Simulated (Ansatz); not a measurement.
# What SrLiH3 (model cell, started as cubic perovskite with Sr in the octahedra) distorts into

Wanted: the energy along a soft mode of SrLiH3 (model cell, started as cubic perovskite with Sr in the octahedra) and the structure at the end.

Method: DFT PBEsol, scalar-relativistic, plane waves, PAW; PAW set soft_1, in Ansatz 0.2.0.

The structure was built from a prototype and need not be the compound's stable phase.

### Step 1. Set-up

Symmetry: Pm-3m, No. 221, cubic system. The conventional cell has a = 4.592 Å, b = 4.592 Å, c = 4.592 Å, α = 90.00°, β = 90.00°, γ = 90.00°. Nearest to Li lie 12 H at 3.25 Å. Nearest to Sr lie 6 H at 2.30 Å. Nearest to H lie 2 Sr at 2.30 Å. Farther neighbours, and contacts between anions beyond the nearest, are not listed.

### Step 2. Response at finite wavevector

Stability and thermal properties need the whole zone. Linear response on a 4×4×4 q mesh gives force constants as far as a supercell of that size would, and the tensors from the zone-centre run are typed in so that the long-range dipole term is interpolated apart.

Input file input.yaml:

```yaml
crystal:
  lattice:
    - [4.5923518809, 0.0, 0.0]
    - [0.0, 4.5923518809, 0.0]
    - [0.0, 0.0, 4.5923518809]
  atoms:
    - { symbol: Li, position: [0.0, 0.0, 0.0] }
    - { symbol: Sr, position: [0.5, 0.5, 0.5] }
    - { symbol: H, position: [0.5, 0.5, 0.0] }
    - { symbol: H, position: [0.5, 0.0, 0.5] }
    - { symbol: H, position: [0.0, 0.5, 0.5] }
kpoints:
  mp_grid: { grid: [8, 8, 8] }
hamiltonian:
  xc: pbesol
  pseudopotentials: { kind: paw, azcp: { folder: soft_1 }, xc_functional: pbe }
scf:
  occupations: { method: fixed }
output:
  eigenvalues: true
phonons:
  method: dfpt
  qmesh: [4, 4, 4]
  temperatures: { t_max: 1000, t_step: 50 }
  qpath:
    path:
      - [[0.0, 0.0, 0.0], [0.0, 0.5, 0.0], [0.5, 0.5, 0.0], [0.0, 0.0, 0.0], [0.5, 0.5, 0.5], [0.0, 0.5, 0.0]]
      - [[0.5, 0.5, 0.5], [0.5, 0.5, 0.0]]
    npoints: 10
  non_analytic_term:
    high_frequency_dielectric_tensor: [[3.8413, 0.0, 0.0], [0.0, 3.8413, 0.0], [0.0, 0.0, 3.8413]]
    born_effective_charges:
      - { species: Li, tensor: [[1.4247, 0.0, 0.0], [0.0, 1.4247, 0.0], [0.0, 0.0, 1.4247]] }
      - { species: Sr, tensor: [[1.5962, 0.0, 0.0], [0.0, 1.5962, 0.0], [0.0, 0.0, 1.5962]] }
      - { species: H, tensor: [[-1.0174, 0.0, 0.0], [0.0, -1.0174, 0.0], [0.0, 0.0, -0.986]] }
      - { species: H, tensor: [[-1.0174, 0.0, 0.0], [0.0, -0.986, 0.0], [0.0, 0.0, -1.0174]] }
      - { species: H, tensor: [[-0.986, 0.0, 0.0], [0.0, -1.0174, 0.0], [0.0, 0.0, -1.0174]] }
    source: "zone-centre run at this cell"
```

Started as:

```console
$ ansatz run input.yaml --threads 8 --pin off --max-ram 16384MiB --backend cpu --events-out ev --progress --plain --runs-dir out
```

The log of the run:

```text
Engine: ansatz 0.2.0, x86_64-unknown-linux-gnu
Pseudopotentials: kind: paw
Pseudopotential: Li, paw, valence charge 3, recommended cutoff 420 eV (normal), soft_1/Li.paw.azcp
Pseudopotential: Sr, paw, valence charge 10, recommended cutoff 420 eV (normal), soft_1/Sr.paw.azcp
Pseudopotential: H, paw, valence charge 1, recommended cutoff 420 eV (normal), soft_1/H.paw.azcp
Functional definition: PBEsol
  exchange = pbesol_x
  correlation = pbesol_c
Crystal: 5 atoms, lattice volume = 96.851 Å³
Basis set: ecut = 420 eV, 1863 PW (Γ), exchange–correlation on 64×64×64 points (8 copies of the dense FFT grid, shifted against one another)
Bands: 13, of which v1, the nominal top of the filled ones, is band 8 counted from 1 (7 counted from 0)
Symmetry: 48 space group operations
k-points: 35 of 512
Non-local potential: Li, projectors of the file, l = 0: 3, l = 1: 2, l = 2: 1
Non-local potential: Sr, projectors of the file, l = 0: 3, l = 1: 2, l = 2: 2
Non-local potential: H, projectors of the file, l = 0: 2, l = 1: 1
PAW form: soft (Blöchl's): semilocal exchange-correlation on the pseudo side does not see the compensation charge
PAW frozen core: Sr, regenerated for the run's functional, and the local potential with it (the file was generated under x = pbe(κ = 0.804, μ = 0.219515), c = pbe(β = 0.066725))
PAW one-centre angular grid: Li, 110 points (default); XC on 64 Gauss nodes
PAW one-centre angular grid: Sr, 110 points (default); XC on 64 Gauss nodes
PAW one-centre angular grid: H, 110 points (default); XC on 64 Gauss nodes
Initial density: superposition of atomic densities (chi_scale 0.1, normalization cell, long waves kept (reshape's long-wave potential 0.00 eV rms))
Initial wavefunctions: pseudopotential atomic-orbital guess
Functional: x = pbesol(κ = 0.804, μ = 0.123457), c = pbesol(β = 0.046)
SCF iter   1: F=—  HF=-3743.739632 eV  |F-HF|=—  |Δ(HF+E_count)|=         —  Δρ=5.12e-2  dr2=3.90e0  ethr=3.10e-3  ⟨swp⟩=5.8  Hψ=2712  notcnv=0  defer=47
preconditioner: auto → Resta (q_TF=auto, 2.021 Å⁻¹)  ε∞=2.8  [insulator: Δε(μ)=3.078 eV  Ē_g=6.814 eV  n_scr=18 (ndim 8)  ℏωp=9.2 eV  f_vac=0.000  ε∞_Penn≈2.8]
SCF iter   2: F=—  HF=-3742.616168 eV  |F-HF|=—  |Δ(HF+E_count)|=    1.12e0  Δρ=2.02e-2  dr2=8.79e-1  ethr=3.10e-3  ⟨swp⟩=2.4  Hψ=974  notcnv=0  defer=82
SCF iter   3: F=—  HF=-3742.338712 eV  |F-HF|=—  |Δ(HF+E_count)|=   2.77e-1  Δρ=4.52e-3  dr2=2.53e-2  ethr=3.10e-3  ⟨swp⟩=2.6  Hψ=676  notcnv=0  defer=84
SCF iter   4: F=—  HF=-3742.336237 eV  |F-HF|=—  |Δ(HF+E_count)|=   2.48e-3  Δρ=6.81e-4  dr2=1.30e-3  ethr=1.58e-4  ⟨swp⟩=3.1  Hψ=747  notcnv=0  defer=95
SCF iter   5: F=—  HF=-3742.336102 eV  |F-HF|=—  |Δ(HF+E_count)|=   1.35e-4  Δρ=2.07e-4  dr2=7.18e-5  ethr=8.11e-6  ⟨swp⟩=2.5  Hψ=659  notcnv=0  defer=93
SCF iter   6: F=—  HF=-3742.336107 eV  |F-HF|=—  |Δ(HF+E_count)|=   4.77e-6  Δρ=2.38e-5  dr2=6.60e-7  ethr=4.49e-7  ⟨swp⟩=2.0  Hψ=552  notcnv=0  defer=90
SCF iter   7: F=—  HF=-3742.336111 eV  |F-HF|=—  |Δ(HF+E_count)|=   4.70e-6  Δρ=6.12e-6  dr2=2.20e-8  ethr=4.13e-9  ⟨swp⟩=2.3  Hψ=697  notcnv=0  defer=87
SCF iter   8: F=—  HF=-3742.336111 eV  |F-HF|=—  |Δ(HF+E_count)|=   1.45e-9  Δρ=8.74e-7  dr2=4.14e-10  ethr=1.38e-10  ⟨swp⟩=2.3  Hψ=693  notcnv=0  defer=87
SCF iter   9: F=—  HF=-3742.336111 eV  |F-HF|=—  |Δ(HF+E_count)|=  1.18e-10  Δρ=1.59e-7  dr2=2.59e-11  ethr=2.59e-12  ⟨swp⟩=2.8  Hψ=749  notcnv=0  defer=87
SCF iter  10: F=-3742.336111 eV  HF=-3742.336111 eV  |F-HF|=9.09e-13  |Δ(HF+E_count)|=  1.18e-11  Δρ=3.32e-8  dr2=6.26e-13  ethr=1.00e-12  ⟨swp⟩=14.1  Hψ=3559  notcnv=0
SCF 1 converged in 10 iterations: F = -3742.336111 eV  dr2 = 6.26e-13
  greatest PAW one-centre occupation: 0.999 electrons in one spin orbital (limit 2), on the Li atom at site 0 (counted from 0), in its partial waves of l = 0
NSCF: frozen V_eff on 35 k-points
NSCF: frozen V_eff on 125 k-points
DFPT response loops at q = (0, 0, 0) (fractional): preconditioner auto → none (the input reference at scf.mixing.eps_inf says where Resta's filter doesn't serve); β = 0.50; Broyden in place of MSR1
NSCF: frozen V_eff on 400 k-points
DFPT response loops at q = (0, 0, 0.25) (fractional): preconditioner auto → Resta (q_TF=auto, 2.021 Å⁻¹)  ε∞=6.0 (no band partly filled); β = 1.00, the filter's whole step (`scf.mixing.beta` (0.50) is not read by the response loops at its default; to damp them type it under 1.00, their step now; it binds the ground state too); Broyden in place of MSR1
NSCF: frozen V_eff on 250 k-points
DFPT response loops at q = (0, 0, -0.5) (fractional): mixed as the last ones told, above
NSCF: frozen V_eff on 640 k-points
DFPT response loops at q = (0, 0.25, 0.25) (fractional): mixed as the last ones told, above
NSCF: frozen V_eff on 400 k-points
DFPT response loops at q = (0, 0.25, -0.5) (fractional): mixed as the last ones told, above
NSCF: frozen V_eff on 250 k-points
DFPT response loops at q = (0, -0.5, -0.5) (fractional): mixed as the last ones told, above
NSCF: frozen V_eff on 1024 k-points
DFPT response loops at q = (0.25, 0.25, 0.25) (fractional): mixed as the last ones told, above
NSCF: frozen V_eff on 640 k-points
DFPT response loops at q = (0.25, 0.25, -0.5) (fractional): mixed as the last ones told, above
NSCF: frozen V_eff on 400 k-points
DFPT response loops at q = (0.25, -0.5, -0.5) (fractional): mixed as the last ones told, above
NSCF: frozen V_eff on 250 k-points
DFPT response loops at q = (-0.5, -0.5, -0.5) (fractional): mixed as the last ones told, above
SCF converged after 10 iterations
Free energy (F): -3742.336111 eV
Harris-Foulkes:  -3742.336111 eV  (|F-HF|=9.09e-13)
Internal energy: -3742.336111 eV  (E = F + TS)
E sigma→0 (E₀):  -3742.336111 eV
Fermi energy:    0.738026 eV
--- Per-component energies (eV) ---
  E_band       = -243.462352
  E_kinetic    = 286.947527
  E_local      = -1053.219490  (includes V_loc(G=0)·N_el)
  E_nonlocal   = 216.412918
  E_hartree    = 283.489548
  E_xc         = -207.372334
  E_vxc        = -199.048531  (∫ρ·V_xc dr)
  E_paw        = -2664.141198  (= ΣΔE_a)
  E_vpaw       = -61.531470  (= ΣTr[D̂ρ^β])
  E_aug_tail   = -0.002412  (compensation charges beyond the density's cutoff)
  E_ewald      = -604.585018
  E_core_change = 0.134348  (= ΣΔE_core)
  E_smearing   = -0.000000  (= −TS)
  E_closure    = 0.000000  (closes the sum)
  Σ components = -3742.336111   (vs F -3742.336111, Δ=0.00e0)
--- Band table (eV; the first three rows and the last of 35) ---
  k-point 0: bands = [... 4 lower, -14.1250, -2.5123, -0.2674, -0.2674, 5.8806, 5.8806, 5.8806, 6.0263, ... 1 higher]
  k-point 1: bands = [... 4 lower, -14.1241, -2.4050, -0.2470, -0.2257, 5.1991, 5.7756, 5.7756, 6.6173, ... 1 higher]
  k-point 2: bands = [... 4 lower, -14.1221, -2.1250, -0.1966, -0.1523, 4.6703, 5.5500, 5.5500, 6.9602, ... 1 higher]
  k-point 34: bands = [... 4 lower, -14.2346, 0.7380, 0.7380, 0.7380, 3.0032, 3.0032, 3.0032, 5.1840, ... 1 higher]
--- Phonons (Γ-DFPT): 4 representative perturbations + reference (Σ response iterations 13) ---
  ASR residual: 4.126e-5 → 0.000e0 eV/Å²; symmetrization residual: 1.535e-7 eV/Å²
  ASR residual per site (eV/Å²): 4.96e-7 4.13e-5 7.34e-6 7.34e-6 7.34e-6
  Γ frequencies (cm⁻¹): -421.12 -421.12 -421.12 -419.01 -419.01 -419.01 0.00 0.00 0.00 241.57 241.57 241.57 1287.21 1287.21 1287.21
--- Phonons (arbitrary-q DFPT): 10 irreducible q on the 4×4×4 mesh ---
  q = [0.0000, 0.0000, 0.0000] (star 1, of the zone-centre solve; hermiticity 4.51e-8, symmetrization 1.10e-13): -421.12 -421.12 -421.12 -419.01 -419.01 -419.01 -0.00 -0.00 0.00 241.57 241.57 241.57 1287.21 1287.21 1287.21
  q = [0.0000, 0.0000, 0.2500] (star 6, 9 solved perturbations in 1560 linear systems a pass and spin channel, the states on 200 of 512 k-point pairs; hermiticity 8.69e-8, symmetrization 6.52e-14): -409.74 -409.74 -380.72 -380.72 -359.67 37.15 37.15 86.87 139.79 211.85 211.85 431.98 1286.85 1286.85 1351.29
  q = [0.0000, 0.0000, -0.5000] (star 3, 9 solved perturbations in 975 linear systems a pass and spin channel, the states on 125 of 512 k-point pairs; hermiticity 8.10e-8, symmetrization 4.15e-8): -396.83 -396.83 -346.99 -346.99 -295.08 71.30 71.30 115.64 161.84 174.44 174.44 452.35 1286.48 1286.48 1362.63
  q = [0.0000, 0.2500, 0.2500] (star 12, 9 solved perturbations in 2460 linear systems a pass and spin channel, the states on 320 of 512 k-point pairs; hermiticity 6.43e-8, symmetrization 2.33e-14): -478.14 -380.44 -370.62 -357.00 -308.48 37.05 88.19 96.70 171.66 216.97 307.44 451.07 1286.51 1296.26 1357.13
  q = [0.0000, 0.2500, -0.5000] (star 12, 15 solved perturbations on 200 of 512 k-point pairs; hermiticity 7.92e-8, symmetrization 5.82e-9): -495.16 -370.48 -340.79 -323.31 -319.46 68.22 94.91 102.03 120.89 305.34 321.36 472.63 1286.16 1299.07 1367.38
  q = [0.0000, -0.5000, -0.5000] (star 3, 9 solved perturbations in 975 linear systems a pass and spin channel, the states on 125 of 512 k-point pairs; hermiticity 5.47e-8, symmetrization 1.25e-9): -553.53 -361.66 -361.66 -282.15 -282.15 -136.41 64.15 123.99 123.99 378.49 378.49 488.24 1285.84 1306.65 1375.75
  q = [0.2500, 0.2500, 0.2500] (star 8, 4 solved perturbations in 1376 linear systems a pass and spin channel, the states on 512 of 512 k-point pairs; hermiticity 4.28e-8, symmetrization 5.30e-14): -491.81 -465.52 -465.52 -280.29 -280.29 -135.78 108.73 112.93 112.93 377.16 377.16 469.02 1295.73 1295.73 1362.99
  q = [0.2500, 0.2500, -0.5000] (star 12, 9 solved perturbations in 2460 linear systems a pass and spin channel, the states on 320 of 512 k-point pairs; hermiticity 1.21e-7, symmetrization 6.43e-8): -508.71 -478.74 -471.80 -294.20 -272.68 -173.14 109.92 118.21 146.65 416.65 426.41 491.12 1295.22 1300.40 1372.56
  q = [0.2500, -0.5000, -0.5000] (star 6, 9 solved perturbations in 1560 linear systems a pass and spin channel, the states on 200 of 512 k-point pairs; hermiticity 7.72e-8, symmetrization 4.02e-8): -556.65 -495.71 -495.71 -283.36 -283.36 -224.40 116.43 146.76 146.76 473.72 473.72 507.34 1296.70 1306.09 1380.84
  q = [-0.5000, -0.5000, -0.5000] (star 1, 4 solved perturbations in 350 linear systems a pass and spin channel, the states on 125 of 512 k-point pairs; hermiticity 5.76e-8, symmetrization 2.47e-8): -559.76 -559.76 -559.76 -280.45 -280.45 -280.45 149.25 149.25 149.25 522.64 522.64 522.64 1305.53 1305.53 1388.56
  sum rule: each row above includes the acoustic sum rule's correction from the zone centre's row sums; it moved no ω² by more than (1.41 cm⁻¹)²
  mesh force constants: q→R imaginary residual 8.35e-19; ASR residual 4.126e-5 → 0.000e0 eV/Å²; symmetrization residual 7.105e-15 eV/Å²
  interpolated dispersion: 63 rows × 15 modes
  density of states and harmonic sums: on the 16×16×16 q-mesh, interpolated from the force constants of a 4×4×4 supercell (with the dipole–dipole term of supplied tensors)
  largest difference from the sums on the solved wave vectors: F 1.22e-3 eV, S 4.67e-6 and C_V 2.72e-6 eV/K
  zero-point energy: 0.338391 eV/cell   skipped modes (ω ≤ 0): 917, of them read as no rigid motion or as one in doubt: 914 (5.555e0 modes/cell left out, lowest -559.76 cm⁻¹)   left out of the sums: 3.70e-1 of the cell's modes: C_V's classical limit lies that fraction below 3 k_B per atom; for a crystal, a wire or a layer, F and S can be off by more, and a phonons.interpolated_qmesh denser along its periods is the remedy for the sampling
```

It took 2.1 min on 8 threads of Intel Xeon at 2.60GHz (Ice Lake), shared host; peak memory 1.5 GiB; 15 min of CPU time.

Read from the output:

| Item | Value |
| --- | --- |
| gap on the k-mesh | 1.663 eV |
| volume per atom | 19.37 Å³ |
| sum-rule residual before enforcement | 4.13e-5 eV/Å² |
| lowest frequency on the path | -559.8 cm⁻¹ |
| point group | m-3m |
| highest frequency on path, mesh or solved points | 1389 cm⁻¹ |
| highest optical mode at the zone centre (no LO-TO term) | 1287 cm⁻¹ |
| lowest optical zone-centre mode | -421.1 cm⁻¹ |
| lowest mode on the q mesh (acoustic modes at Γ apart) | -559.8 cm⁻¹ |

Frequencies (cm⁻¹) solved at each irreducible wavevector; negative means imaginary. Frequencies by wavevector, by row:

| q in reciprocal lattice units | star | mode 1 | mode 2 | mode 3 | mode 4 | mode 13 | mode 14 | mode 15 |
| --- | --- | --- | --- | --- | --- | --- | --- | --- |
| 0 0 0 | 1 | -421.1 | -421.1 | -421.1 | -419 | 1287 | 1287 | 1287 |
| 0 0 0.25 | 6 | -409.7 | -409.7 | -380.7 | -380.7 | 1287 | 1287 | 1351 |
| 0 0 -0.5 | 3 | -396.8 | -396.8 | -347 | -347 | 1286 | 1286 | 1363 |
| 0 0.25 0.25 | 12 | -478.1 | -380.4 | -370.6 | -357 | 1286 | 1296 | 1357 |
| 0 0.25 -0.5 | 12 | -495.2 | -370.5 | -340.8 | -323.3 | 1286 | 1299 | 1367 |
| 0 -0.5 -0.5 | 3 | -553.5 | -361.7 | -361.7 | -282.1 | 1286 | 1307 | 1376 |
| 0.25 0.25 0.25 | 8 | -491.8 | -465.5 | -465.5 | -280.3 | 1296 | 1296 | 1363 |
| 0.25 0.25 -0.5 | 12 | -508.7 | -478.7 | -471.8 | -294.2 | 1295 | 1300 | 1373 |
| 0.25 -0.5 -0.5 | 6 | -556.6 | -495.7 | -495.7 | -283.4 | 1297 | 1306 | 1381 |
| -0.5 -0.5 -0.5 | 1 | -559.8 | -559.8 | -559.8 | -280.4 | 1306 | 1306 | 1389 |

Interpolated from a 4×4×4 q mesh, with the LO-TO term (at Γ the limit along the path). Phonon branches along the path, in cm⁻¹:

| point | branch 1 | branch 2 | branch 3 | branch 4 | branch 12 | branch 13 | branch 14 | branch 15 |
| --- | --- | --- | --- | --- | --- | --- | --- | --- |
| Γ | -421 | -421 | -421 | -419 | 412 | 1287 | 1287 | 1341 |
| halfway | -410 | -410 | -381 | -381 | 432 | 1287 | 1287 | 1351 |
| X | -397 | -397 | -347 | -347 | 452 | 1286 | 1286 | 1363 |
| halfway | -495 | -370 | -341 | -323 | 473 | 1286 | 1299 | 1367 |
| M | -554 | -362 | -362 | -282 | 488 | 1286 | 1307 | 1376 |
| halfway | -478 | -380 | -371 | -357 | 451 | 1286 | 1296 | 1357 |
| Γ | -421 | -421 | -421 | -419 | 412 | 1287 | 1287 | 1341 |
| halfway | -492 | -466 | -466 | -280 | 469 | 1296 | 1296 | 1363 |
| R | -560 | -560 | -560 | -280 | 523 | 1306 | 1306 | 1389 |
| halfway | -509 | -479 | -472 | -294 | 491 | 1295 | 1300 | 1373 |
| X | -397 | -397 | -347 | -347 | 452 | 1286 | 1286 | 1363 |
| jump to R | -560 | -560 | -560 | -280 | 523 | 1306 | 1306 | 1389 |
| halfway | -557 | -496 | -496 | -283 | 507 | 1297 | 1306 | 1381 |
| M | -554 | -362 | -362 | -282 | 488 | 1286 | 1307 | 1376 |

Symmetry leaves 10 wavevectors to solve. The lowest mode among them, the acoustic zeros apart, lies at q = (-0.5, -0.5, -0.5) and is imaginary, 559.8i cm⁻¹, so the energy falls along it.

### Step 3. The mode frozen in, largest atomic shift 0 Å

The mode followed lies at q = (-0.5, -0.5, -0.5) with frequency 559.8i cm⁻¹ and is 3-fold degenerate, the softest among the wavevectors solved. At small amplitude the pattern taken leaves space group no. 74 by a symmetry search on the positions. The undistorted cell that holds it gives the zero of energy on the same k mesh.

System of this step: SrLiH3 (model cell, started as cubic perovskite with Sr in the octahedra). It takes space group Pm-3m (No. 221, cubic). Conventional cell: a = 4.592 Å, b = 4.592 Å, c = 4.592 Å, α = 90.00°, β = 90.00°, γ = 90.00°. Li has 12 H at 3.25 Å nearest. Nearest to Sr lie 6 H at 2.30 Å. Nearest to H lie 2 Sr at 2.30 Å. Farther neighbours, and contacts between anions beyond the nearest, are not listed.

Input file input.yaml:

```yaml
crystal:
  lattice:
    - [4.5923518809, 4.5923518809, 0.0]
    - [4.5923518809, 0.0, 4.5923518809]
    - [4.5923518809, 0.0, -4.5923518809]
  atoms:
    - { symbol: Li, position: [0.0, 0.0, 0.0] }
    - { symbol: Li, position: [0.0, 0.5, 0.5] }
    - { symbol: Sr, position: [0.5, 0.25, 0.75] }
    - { symbol: Sr, position: [0.5, 0.75, 0.25] }
    - { symbol: H, position: [0.5, 0.0, 0.0] }
    - { symbol: H, position: [0.5, 0.5, 0.5] }
    - { symbol: H, position: [0.0, 0.5, 0.0] }
    - { symbol: H, position: [0.0, 0.0, 0.5] }
    - { symbol: H, position: [0.5, 0.0, 0.5] }
    - { symbol: H, position: [0.5, 0.5, 0.0] }
kpoints:
  mp_grid: { grid: [6, 6, 6] }
hamiltonian:
  xc: pbesol
  pseudopotentials: { kind: paw, azcp: { folder: soft_1 }, xc_functional: pbe }
scf:
  occupations: { method: gaussian, width: 0.02 }
output:
  forces: true
  stress: true
  eigenvalues: true
```

The log of the run:

```text
[...]
Crystal: 10 atoms, lattice volume = 193.703 Å³
Basis set: ecut = 420 eV, 3767 PW (Γ), exchange–correlation on 90×90×90 points (8 copies of the dense FFT grid, shifted against one another)
Bands: 26, of which v1, the nominal top of the filled ones, is band 16 counted from 1 (15 counted from 0)
Symmetry: 96 space group operations
[...]
k-points: 16 of 216
[...]
k-point 0: bands = [... 12 lower, -0.2674, 0.7380, 0.7380, 0.7380, 3.0032, 3.0032, 3.0032, 5.1840, ... 4 higher]
  k-point 1: bands = [... 12 lower, -0.2224, 0.3545, 0.6306, 0.6306, 3.0902, 3.2039, 3.2039, 5.0230, ... 4 higher]
  k-point 2: bands = [... 12 lower, -0.0888, -0.0888, 0.3869, 0.3869, 3.2846, 3.7374, 3.7374, 4.2144, ... 4 higher]
  k-point 15: bands = [... 12 lower, -0.0960, -0.0281, 0.1301, 0.1768, 2.8316, 3.8214, 5.4355, 5.5828, ... 4 higher]
[key lines of the parts left out:]
SCF converged after 8 iterations
Free energy (F): -7484.672230 eV
Fermi energy:    1.569586 eV
P = ⅓ Tr σ = -0.0024 GPa (-0.024 kbar)
```

The job ended after 0.91 s (8 threads; peak memory 0.65 GiB).

Read from the output:

```
pressure                         : -0.002369 GPa
energy from the undistorted cell : 0 meV/atom
```

At this level the gap is 1.66 eV on the k-mesh of the self-consistent run, which can miss the band edges.

(Part 1 of 3 ends here.)

[Long decimals in the printed logs are rounded to 6 places.]

[Logs are printed without paths, hosts, clocks, repeated set-up lines and the standing remarks that a program may print on its own settings, such as how far it seeks lower states.]

[Hosts, paths, dates, database ids (printed as entryN), source tags and the programs' standing remarks are cut or masked in the printed files.]

[Where the starting crystal was built by hand or by swapping elements, it need not be the compound's stable phase.]
